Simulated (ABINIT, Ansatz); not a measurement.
# Mo (Im-3m): from the cell to the phonon bands, part 3 of 4

How does Mo (Im-3m) vibrate, and is this structure a minimum?

ABINIT 10.8.3; DFT LDA, scalar-relativistic, plane waves, PseudoDojo norm-conserving pseudopotentials.

So far. Step 3 (Self-consistent run for the response): The cell stands at -0.61 GPa: the relaxation ran with a smoothed and higher cutoff, and the difference is a stress of the finite basis. The relaxed cell has a = 3.112 Å (conventional setting).

## Step 7: Linear response on the mesh

Linear response treats each wavevector in the unit cell, with no supercell; the 4×4×4 mesh fixes the range of the force constants to be had.

dfpt_q.abi

```
ndtset 7

# wavevectors
qpt1 0.25 0.0 0.0
qpt2 0.5 0.0 0.0
qpt3 0.25 0.25 0.0
qpt4 0.25 0.25 0.25
qpt5 -0.25 0.25 0.25
qpt6 0.5 0.5 0.25
qpt7 0.5 0.5 0.5

# displacements
getwfk_filepath "gso_WFK"
getwfq_filepath "gso_WFK"
kptopt 3
nqpt 1
rfphon 1
rfatpol 1 1
rfdir 1 1 1
tolvrs 1.0d-10
prtwf 0

# basis, mesh and filling
ecut 36.0
ngkpt 16 16 16
nshiftk 1
shiftk 0.0 0.0 0.0
istwfk *1
occopt 7
tsmear 0.01
nband 13
nstep 100
diemac 1000000.0
prtebands 0
prtgsr 0
useylm 1

# cell and atoms
acell 5.093725107 5.093725107 5.093725107
rprim 
    -0.5773502692 0.5773502692 0.5773502692
    0.5773502692 -0.5773502692 0.5773502692
    0.5773502692 0.5773502692 -0.5773502692
ntypat 1
znucl 42
natom 1
typat 1
xred 
    0.0 0.0 0.0
pp_dirpath "./pseudo"
pseudos "Mo.upf"
```

Command:

```sh
$ OMP_NUM_THREADS=1 mpirun -n 4 abinit dfpt_q.abi > dfpt_q.log
```

Numbers of over 12 decimals in the logs are rounded to 6 here.

dfpt_q.abo, the main output file:

```text
[banners, grids, parts of the stress and lines that vanish by symmetry left out]
- input  file    -> dfpt_q.abi
- output file    -> dfpt_q.abo
- root for input  files -> dfpt_qi
[...]
DATASET    1 : space group Im -3 m (#229); Bravais cI (body-center cubic)
[...]
nfft =       27000          nkpt =        4096
[...]
DATASET    2 : space group Im -3 m (#229); Bravais cI (body-center cubic)
[...]
nfft =       27000          nkpt =        4096
[...]
DATASET    3 : space group Im -3 m (#229); Bravais cI (body-center cubic)
[...]
nfft =       27000          nkpt =        4096
[...]
DATASET    4 : space group Im -3 m (#229); Bravais cI (body-center cubic)
[...]
nfft =       27000          nkpt =        4096
[...]
DATASET    5 : space group Im -3 m (#229); Bravais cI (body-center cubic)
[...]
nfft =       27000          nkpt =        4096
[...]
DATASET    6 : space group Im -3 m (#229); Bravais cI (body-center cubic)
[...]
nfft =       27000          nkpt =        4096
[...]
DATASET    7 : space group Im -3 m (#229); Bravais cI (body-center cubic)
[...]
nfft =       27000          nkpt =        4096
[...]
== DATASET  1 ==================================================================
[...]
cutoff_energies: {ecut:  36.0, pawecutdg:  -1.0, }
[...]
Perturbation : displacement of atom   1   along direction   1
[...]
-ETOT  1   17.658588945381     -2.182E+03 6.745E+00 3.167E+05
 ETOT  2   88.427056802669      7.077E+01 3.284E-01 1.845E+06
 ETOT  3   3.136647     -8.529E+01 1.564E-01 2.970E+03
 ETOT  4   2.992404     -1.442E-01 2.639E-03 1.357E+00
 ETOT  5   2.992235     -1.693E-04 2.395E-04 2.615E-01
[...]
At SCF step   12       vres2   =  5.00E-13 < tolvrs=  1.00E-10 =>converged.
[...]
Perturbation : displacement of atom   1   along direction   2
[...]
-ETOT  1   2.190582     -1.811E+03 6.174E+00 8.467E+02
[...]
At SCF step   10       vres2   =  8.97E-11 < tolvrs=  1.00E-10 =>converged.
[...]
Phonon wavevector (reduced coordinates) :  0.25000  0.00000  0.00000
 Phonon energies in Hartree :
[...]
Phonon frequencies in cm-1    :
-  1.167147E+02  1.350418E+02  2.020762E+02
[...]
== DATASET  2 ==================================================================
[...]
cutoff_energies: {ecut:  36.0, pawecutdg:  -1.0, }
[...]
Perturbation : displacement of atom   1   along direction   1
[...]
-ETOT  1   7.099100     -2.176E+03 7.004E+00 9.166E+03
[...]
At SCF step   11       vres2   =  4.01E-12 < tolvrs=  1.00E-10 =>converged.
[...]
Perturbation : displacement of atom   1   along direction   2
[...]
-ETOT  1   3.848599     -1.825E+03 6.527E+00 7.430E+02
[...]
At SCF step    9       vres2   =  8.49E-12 < tolvrs=  1.00E-10 =>converged.
[...]
Phonon wavevector (reduced coordinates) :  0.50000  0.00000  0.00000
 Phonon energies in Hartree :
[...]
Phonon frequencies in cm-1    :
-  1.563408E+02  1.993714E+02  2.742008E+02
[...]
== DATASET  3 ==================================================================
[...]
cutoff_energies: {ecut:  36.0, pawecutdg:  -1.0, }
[...]
Perturbation : displacement of atom   1   along direction   1
[...]
-ETOT  1   5.906214     -1.987E+03 6.446E+00 8.319E+03
[...]
Perturbation : displacement of atom   1   along direction   3
[...]
-ETOT  1   4.097819     -1.826E+03 6.025E+00 9.990E+02
[...]
Phonon wavevector (reduced coordinates) :  0.25000  0.25000  0.00000
 Phonon energies in Hartree :
[...]
Phonon frequencies in cm-1    :
-  1.893787E+02  2.037545E+02  2.454373E+02
[...]
== DATASET  4 ==================================================================
[...]
cutoff_energies: {ecut:  36.0, pawecutdg:  -1.0, }
[...]
Perturbation : displacement of atom   1   along direction   1
[...]
-ETOT  1   5.038409     -2.001E+03 6.722E+00 9.725E+02
[...]
Phonon wavevector (reduced coordinates) :  0.25000  0.25000  0.25000
 Phonon energies in Hartree :
[...]
Phonon frequencies in cm-1    :
-  2.168145E+02  2.168145E+02  2.168145E+02
[...]
== DATASET  5 ==================================================================
[...]
cutoff_energies: {ecut:  36.0, pawecutdg:  -1.0, }
[...]
Perturbation : displacement of atom   1   along direction   1
[...]
-ETOT  1   7.252558     -1.999E+03 6.922E+00 3.563E+04
[...]
Phonon wavevector (reduced coordinates) : -0.25000  0.25000  0.25000
 Phonon energies in Hartree :
[...]
Phonon frequencies in cm-1    :
-  1.503879E+02  1.503879E+02  2.424419E+02
[...]
== DATASET  6 ==================================================================
[...]
cutoff_energies: {ecut:  36.0, pawecutdg:  -1.0, }
[...]
Perturbation : displacement of atom   1   along direction   1
[...]
-ETOT  1   5.666480     -2.079E+03 6.715E+00 3.199E+03
[...]
Perturbation : displacement of atom   1   along direction   3
[...]
-ETOT  1   5.376154     -1.923E+03 7.280E+00 3.859E+03
[...]
At SCF step   11       vres2   =  1.40E-11 < tolvrs=  1.00E-10 =>converged.
[...]
Phonon wavevector (reduced coordinates) :  0.50000  0.50000  0.25000
 Phonon energies in Hartree :
[...]
Phonon frequencies in cm-1    :
-  1.803845E+02  2.176141E+02  2.445263E+02
[...]
== DATASET  7 ==================================================================
[...]
cutoff_energies: {ecut:  36.0, pawecutdg:  -1.0, }
[...]
Perturbation : displacement of atom   1   along direction   1
[...]
-ETOT  1   3.806625     -2.002E+03 6.009E+00 3.334E+02
[...]
ETOT  7   3.356043     -3.834E-07 1.673E-07 4.985E-08
 ETOT  8   3.356043     -1.478E-11 2.877E-08 5.999E-11
 At SCF step    8       vres2   =  6.00E-11 < tolvrs=  1.00E-10 =>converged.
[...]
Phonon wavevector (reduced coordinates) :  0.50000  0.50000  0.50000
 Phonon energies in Hartree :
[...]
Phonon frequencies in cm-1    :
-  1.887482E+02  1.887482E+02  1.887482E+02
[...]
fcart7     0.0000000000E+00  0.0000000000E+00  0.0000000000E+00
       
================================================================================
```

It took 55 min on 4 MPI ranks of Arm Neoverse V2, shared host; 3.7 h of CPU time.

This step gave:

```yaml
lowest_mode_on_the_q_mesh_acoustic_ones_at_the_zone_centre_apart: 116.7 cm⁻¹
```

Frequencies (cm⁻¹) before the sum rule at the irreducible wavevectors but Γ, which is solved apart; negative means imaginary. Frequencies by wavevector:

```csv
q (fractions),star,mode 1,mode 2,mode 3
0.25 0 0,12,116.7,135,202.1
0.5 0 0,6,156.3,199.4,274.2
0.25 0.25 0,24,189.4,203.8,245.4
0.25 0.25 0.25,2,216.8,216.8,216.8
-0.25 0.25 0.25,6,150.4,150.4,242.4
0.5 0.5 0.25,12,180.4,217.6,244.5
0.5 0.5 0.5,1,188.8,188.8,188.8
```

## Step 8: Dispersion

anaddb transforms the dynamical matrices to force constants and back along the path; points of the mesh come back as solved, but for the sum rule and, in polar crystals, the LO-TO term at Γ; the rest is interpolation.

anaddb.abi

```
ddb_filepath "all_DDB"
output_file "anaddb.abo"
outdata_prefix "anaddb"
ifcflag 1
ngqpt 4 4 4
nqshft 1
q1shft 0.0 0.0 0.0
asr 1
chneut 0
dipdip 0
dipquad 0
quadquad 0
enunit 0
eivec 0
nph1l 62
qph1l 
    0.0 0.0 0.0 1.0
    0.05 -0.05 0.05 1.0
    0.1 -0.1 0.1 1.0
    0.15 -0.15 0.15 1.0
    0.2 -0.2 0.2 1.0
    0.25 -0.25 0.25 1.0
    0.3 -0.3 0.3 1.0
    0.35 -0.35 0.35 1.0
    0.4 -0.4 0.4 1.0
    0.45 -0.45 0.45 1.0
    0.5 -0.5 0.5 1.0
    0.45 -0.45 0.5 1.0
    0.4 -0.4 0.5 1.0
    0.35 -0.35 0.5 1.0
    0.3 -0.3 0.5 1.0
    0.25 -0.25 0.5 1.0
    0.2 -0.2 0.5 1.0
    0.15 -0.15 0.5 1.0
    0.1 -0.1 0.5 1.0
    0.05 -0.05 0.5 1.0
    0.0 0.0 0.5 1.0
    0.0 0.0 0.45 1.0
    0.0 0.0 0.4 1.0
    0.0 0.0 0.35 1.0
    0.0 0.0 0.3 1.0
    0.0 0.0 0.25 1.0
    0.0 0.0 0.2 1.0
    0.0 0.0 0.15 1.0
    0.0 0.0 0.1 1.0
    0.0 0.0 0.05 1.0
    0.0 0.0 0.0 1.0
    0.025 0.025 0.025 1.0
    0.05 0.05 0.05 1.0
    0.075 0.075 0.075 1.0
    0.1 0.1 0.1 1.0
    0.125 0.125 0.125 1.0
    0.15 0.15 0.15 1.0
    0.175 0.175 0.175 1.0
    0.2 0.2 0.2 1.0
    0.225 0.225 0.225 1.0
    0.25 0.25 0.25 1.0
    0.275 0.175 0.275 1.0
    0.3 0.1 0.3 1.0
    0.325 0.025 0.325 1.0
    0.35 -0.05 0.35 1.0
    0.375 -0.125 0.375 1.0
    0.4 -0.2 0.4 1.0
    0.425 -0.275 0.425 1.0
    0.45 -0.35 0.45 1.0
    0.475 -0.425 0.475 1.0
    0.5 -0.5 0.5 1.0
    0.25 0.25 0.25 1.0
    0.225 0.225 0.275 1.0
    0.2 0.2 0.3 1.0
    0.175 0.175 0.325 1.0
    0.15 0.15 0.35 1.0
    0.125 0.125 0.375 1.0
    0.1 0.1 0.4 1.0
    0.075 0.075 0.425 1.0
    0.05 0.05 0.45 1.0
    0.025 0.025 0.475 1.0
    0.0 0.0 0.5 1.0
```

mrgddb.in

```
all_DDB
merged
8
dfpt_gammao_DDB
dfpt_qo_DS1_DDB
dfpt_qo_DS2_DDB
dfpt_qo_DS3_DDB
dfpt_qo_DS4_DDB
dfpt_qo_DS5_DDB
dfpt_qo_DS6_DDB
dfpt_qo_DS7_DDB
```

Command:

```sh
$ mrgddb < mrgddb.in > mrgddb.log
$ OMP_NUM_THREADS=1 anaddb anaddb.abi > anaddb.log
```

anaddb.abo, the main output file:

```text
[banners, grids, parts of the stress and lines that vanish by symmetry left out]
-outvars_anaddb: echo values of input variables ----------------------

 Flags :
[...]
Phonon wavevector (reduced coordinates) :  0.00000  0.00000  0.00000
 Phonon energies in Hartree :
[...]
Phonon frequencies in cm-1    :
-  0.000000E+00  0.000000E+00  0.000000E+00
[...]
Phonon wavevector (reduced coordinates) :  0.05000 -0.05000  0.05000
 Phonon energies in Hartree :
[...]
Phonon frequencies in cm-1    :
-  3.730537E+01  3.730537E+01  6.639879E+01
[...]
Phonon wavevector (reduced coordinates) :  0.10000 -0.10000  0.10000
 Phonon energies in Hartree :
[...]
Phonon frequencies in cm-1    :
-  7.194967E+01  7.194967E+01  1.268900E+02
[...]
Phonon wavevector (reduced coordinates) :  0.15000 -0.15000  0.15000
 Phonon energies in Hartree :
[...]
Phonon frequencies in cm-1    :
-  1.024179E+02  1.024179E+02  1.775118E+02
  Phonon wavevector (reduced coordinates) :  0.20000 -0.20000  0.20000
 Phonon energies in Hartree :
[...]
Phonon frequencies in cm-1    :
-  1.285126E+02  1.285126E+02  2.164594E+02
  Phonon wavevector (reduced coordinates) :  0.25000 -0.25000  0.25000
 Phonon energies in Hartree :
[...]
Phonon frequencies in cm-1    :
-  1.504252E+02  1.504252E+02  2.424650E+02
  Phonon wavevector (reduced coordinates) :  0.30000 -0.30000  0.30000
 Phonon energies in Hartree :
[...]
Phonon frequencies in cm-1    :
-  1.677546E+02  1.677546E+02  2.533933E+02
  Phonon wavevector (reduced coordinates) :  0.35000 -0.35000  0.35000
 Phonon energies in Hartree :
[...]
Phonon frequencies in cm-1    :
-  1.796691E+02  1.796691E+02  2.473561E+02
  Phonon wavevector (reduced coordinates) :  0.40000 -0.40000  0.40000
 Phonon energies in Hartree :
[...]
Phonon frequencies in cm-1    :
-  1.860683E+02  1.860683E+02  2.264357E+02
  Phonon wavevector (reduced coordinates) :  0.45000 -0.45000  0.45000
 Phonon energies in Hartree :
[...]
Phonon frequencies in cm-1    :
-  1.883718E+02  1.883718E+02  2.009030E+02
  Phonon wavevector (reduced coordinates) :  0.50000 -0.50000  0.50000
 Phonon energies in Hartree :
[...]
Phonon frequencies in cm-1    :
-  1.887779E+02  1.887779E+02  1.887779E+02
  Phonon wavevector (reduced coordinates) :  0.45000 -0.45000  0.50000
 Phonon energies in Hartree :
[...]
Phonon frequencies in cm-1    :
-  1.886182E+02  1.914641E+02  1.924095E+02
  Phonon wavevector (reduced coordinates) :  0.40000 -0.40000  0.50000
 Phonon energies in Hartree :
[...]
Phonon frequencies in cm-1    :
-  1.880299E+02  1.984006E+02  2.022921E+02
  Phonon wavevector (reduced coordinates) :  0.35000 -0.35000  0.50000
 Phonon energies in Hartree :
[...]
Phonon frequencies in cm-1    :
-  1.867144E+02  2.068899E+02  2.159875E+02
[...]
Phonon wavevector (reduced coordinates) :  0.17500  0.17500  0.32500
 Phonon energies in Hartree :
[...]
Phonon frequencies in cm-1    :
-  2.097127E+02  2.114377E+02  2.330877E+02
  Phonon wavevector (reduced coordinates) :  0.15000  0.15000  0.35000
 Phonon energies in Hartree :
[...]
Phonon frequencies in cm-1    :
-  2.035911E+02  2.100994E+02  2.409799E+02
  Phonon wavevector (reduced coordinates) :  0.12500  0.12500  0.37500
 Phonon energies in Hartree :
[...]
Phonon frequencies in cm-1    :
-  1.954423E+02  2.083605E+02  2.492607E+02
  Phonon wavevector (reduced coordinates) :  0.10000  0.10000  0.40000
 Phonon energies in Hartree :
[...]
Phonon frequencies in cm-1    :
-  1.856772E+02  2.061806E+02  2.572288E+02
  Phonon wavevector (reduced coordinates) :  0.07500  0.07500  0.42500
 Phonon energies in Hartree :
[...]
Phonon frequencies in cm-1    :
-  1.752582E+02  2.037769E+02  2.642084E+02
  Phonon wavevector (reduced coordinates) :  0.05000  0.05000  0.45000
 Phonon energies in Hartree :
[...]
Phonon frequencies in cm-1    :
-  1.657069E+02  2.015536E+02  2.696251E+02
  Phonon wavevector (reduced coordinates) :  0.02500  0.02500  0.47500
 Phonon energies in Hartree :
[...]
Phonon frequencies in cm-1    :
-  1.588738E+02  1.999727E+02  2.730502E+02
  Phonon wavevector (reduced coordinates) :  0.00000  0.00000  0.50000
 Phonon energies in Hartree :
[...]
Phonon frequencies in cm-1    :
-  1.563766E+02  1.993995E+02  2.742213E+02
-
```

Wall time 0.53 s (1 thread).

Read from the output:

```
lowest frequency on the path : 0 cm⁻¹
```

Anaddb. Phonon branches along the path, in cm⁻¹:

```csv
point,branch 1,branch 2,branch 3
Γ,0,0,0
halfway,150,150,242
H,189,189,189
halfway,180,218,244
N,156,199,274
halfway,117,135,202
Γ,0,0,0
halfway,166,166,210
P,217,217,217
halfway,208,232,232
H,189,189,189
jump to P,217,217,217
halfway,195,208,249
N,156,199,274
```

The phonon branches as a text plot (rows in cm⁻¹):

```
    268 |                  *****                               **
    257 |       *         *                                   *
    246 |     ** *       *      *                            *
    234 |               *                    *     ***      *
    223 |         *      *                  * ** **   *    *
    211 |    *         ** **               *  **********   ****
    200 |          *  *     ***  *           *         **    * **
    189 |         *******      *          * *            **   *
    177 |   *    *       **     *
    166 |       *          *      *        *                   *
    154 |     **            ****         *                      *
    143 |                       *
    131 |  * *                   * *      *
    120 |                        *
    109 |                         *     **
     97 |   *                     *
     86 |                          **
     74 |  *                       *    *
     63 | *
     51 |                           ** *
     40 | *                            *
     29 |                            *
     17 |
      6 |*                            *
         Γ           H       N        Γ         P        H|P    N
```

All branches are real along the path.

## Step 9: Sums over the zone

Sums over the zone need many more wavevectors than were solved, so the interpolation is sampled on a dense mesh.

anaddb.abi

```
ddb_filepath "all_DDB"
output_file "anaddb.abo"
outdata_prefix "anaddb"
ifcflag 1
ngqpt 4 4 4
nqshft 1
q1shft 0.0 0.0 0.0
asr 1
chneut 0
dipdip 0
dipquad 0
quadquad 0
prtdos 2
ng2qpt 20 20 20
dosdeltae 4.5563e-06
ntemper 11
temperinc 100.0
tempermin 0.0
```

Command:

```sh
$ OMP_NUM_THREADS=1 anaddb anaddb.abi > anaddb.log
```

anaddb.abo, the main output file:

```text
[banners, grids, parts of the stress and lines that vanish by symmetry left out]
-outvars_anaddb: echo values of input variables ----------------------

 Flags :
     ifcflag         1
 Miscellaneous information :
         asr         1
      chneut         0
 Interatomic Force Constants Inputs :
      dipdip         0
     dipquad         0
    quadquad         0
      ifcana         0
      ifcout         0
 Description of grid 1 :
        brav         1
       ngqpt         4         4         4
      nqshft         1
      q1shft
                     0.00000000E+00  0.00000000E+00  0.00000000E+00
 Phonon DOS information :
   dosdeltae  4.55630000E-06
    dossmear  4.55633525E-06
 Description of grid 2 (Fourier interp. or BZ sampling):
      ng2qpt        20        20        20
      ngrids         4
      q2shft         0.00000000E+00  0.00000000E+00  0.00000000E+00

================================================================================

 read the DDB information and perform some checks

  ==== Info on the Cryst% object ====
 Real(R)+Recip(G) space primitive vectors, cartesian coordinates (Bohr,Bohr^-1):
 R(1)= -2.9408636  2.9408636  2.9408636  G(1)=  0.0000000  0.1700181  0.1700181
 R(2)=  2.9408636 -2.9408636  2.9408636  G(2)=  0.1700181  0.0000000  0.1700181
 R(3)=  2.9408636  2.9408636 -2.9408636  G(3)=  0.1700181  0.1700181  0.0000000
 Unit cell volume ucvol=  1.0173833E+02 bohr^3
 Angles (23,13,12)=  1.09471221E+02  1.09471221E+02  1.09471221E+02 degrees
 Time-reversal symmetry is present
 Reduced atomic positions [iatom, xred, symbol]:
    1)    0.0000000  0.0000000  0.0000000  Mo

 DDB file with 8 blocks has been read.

================================================================================

 Calculation of the interatomic forces

       Homogeneous q point set in the B.Z.
 Grid q points  :       64
  1)   0.00000000E+00  0.00000000E+00  0.00000000E+00
  2)   2.50000000E-01  0.00000000E+00  0.00000000E+00
  3)   5.00000000E-01  0.00000000E+00  0.00000000E+00
  4)  -2.50000000E-01  0.00000000E+00  0.00000000E+00
  5)   0.00000000E+00  2.50000000E-01  0.00000000E+00
  6)   2.50000000E-01  2.50000000E-01  0.00000000E+00
  7)   5.00000000E-01  2.50000000E-01  0.00000000E+00
  8)  -2.50000000E-01  2.50000000E-01  0.00000000E+00
  9)   0.00000000E+00  5.00000000E-01  0.00000000E+00
 10)   2.50000000E-01  5.00000000E-01  0.00000000E+00
 11)   5.00000000E-01  5.00000000E-01  0.00000000E+00
 12)  -2.50000000E-01  5.00000000E-01  0.00000000E+00
 13)   0.00000000E+00 -2.50000000E-01  0.00000000E+00
 14)   2.50000000E-01 -2.50000000E-01  0.00000000E+00
[...]
58)   2.50000000E-01  5.00000000E-01 -2.50000000E-01
 59)   5.00000000E-01  5.00000000E-01 -2.50000000E-01
 60)  -2.50000000E-01  5.00000000E-01 -2.50000000E-01
 61)   0.00000000E+00 -2.50000000E-01 -2.50000000E-01
 62)   2.50000000E-01 -2.50000000E-01 -2.50000000E-01
 63)   5.00000000E-01 -2.50000000E-01 -2.50000000E-01
 64)  -2.50000000E-01 -2.50000000E-01 -2.50000000E-01

 The interatomic forces have been obtained

================================================================================

 Calculation of phonon density of states

 Average speed of sound partial sums:     0.1890229624E-02 (at units)
-                                   =           4.1352 [km/s]

 Debye frequency from partial sums:     0.1578229007E-02 (Ha)
-                                 =     0.1038424802E+02 (THz)
-Debye temperature from partial sums:     0.4983653040E+03 (K)

 Average speed of sound:     0.2018287552E-02 (at units)
-                      =           4.4154 [km/s]

 Debye frequency from DOS:     0.1685149740E-02 (Ha)
-                        =     0.1108775265E+02 (THz)
-Debye temperature from DOS:     0.5321282010E+03 (K)

-
```

Elapsed: 0.68 s, on 1 thread.

This step gave:

- share of modes beyond 3i cm⁻¹ on the dense interpolated mesh: 0
- zero-point energy per atom: 36.35 meV
- heat capacity at 300 K: 23.12 J/(mol atoms K)
- vibrational entropy at 300 K: 28.25 J/(mol atoms K)

The phonon density of states has structure finer than the step of the table below, so its rows give means over 10 cm⁻¹, whole bins alone (the curve runs from -30 to 304 cm⁻¹). Peaks (cm⁻¹: height): 204.0: 0.0359, 254.0: 0.0350.

Tetrahedra. Phonon density of states against wavenumber; means over each step:

wavenumber (cm⁻¹), phonon density of states (1/cm⁻¹/cell) and a bar:
```
        0     0.0000 
       10     0.0000 
       20     0.0000 
       30     0.0002 
       40     0.0003 
       50     0.0006 #
       60     0.0009 #
       70     0.0012 #
       80     0.0017 ##
       90     0.0023 ##
      100     0.0030 ###
      110     0.0039 ###
      120     0.0050 #####
      130     0.0065 ######
      140     0.0086 ########
      150     0.0119 ###########
      160     0.0178 ################
      170     0.0209 ###################
      180     0.0248 ######################
      190     0.0302 ###########################
      200     0.0332 ##############################
      210     0.0299 ###########################
      220     0.0161 ###############
      230     0.0126 ###########
      240     0.0189 #################
      250     0.0285 ##########################
      260     0.0151 ##############
      270     0.0051 #####
      280     0.0000 
      290     0.0000
```

Harmonic thermodynamic functions per atom, summed over the density of states scaled to three modes an atom; melting is ignored. Thermodynamic functions:

```csv
T (K),F_vib (meV/atom),S (J/mol-atom/K),C_V (J/mol-atom/K)
0,36.35,0,0
50,36.22,1.132,3.709
100,34.27,6.906,13.5
200,20.44,19.23,21.1
300,-4.41,28.25,23.12
400,-37.34,35.02,23.9
500,-76.52,40.4,24.27
600,-120.8,44.84,24.47
700,-169.2,48.62,24.59
800,-221.4,51.91,24.68
900,-276.7,54.82,24.73
1000,-334.9,57.43,24.77
```

At 300 K the heat capacity has reached 93 % of the Dulong-Petit value.

[end of part 3 of 4]

[Host names and launcher messages were left out of these logs when they were recorded.]

[Logs are printed without paths, hosts, clocks, repeated set-up lines and the standing remarks that a program may print on its own settings, such as how far it seeks lower states.]

[Hosts, paths, dates, database ids (printed as entryN), source tags and the programs' standing remarks are cut or masked in the printed files.]
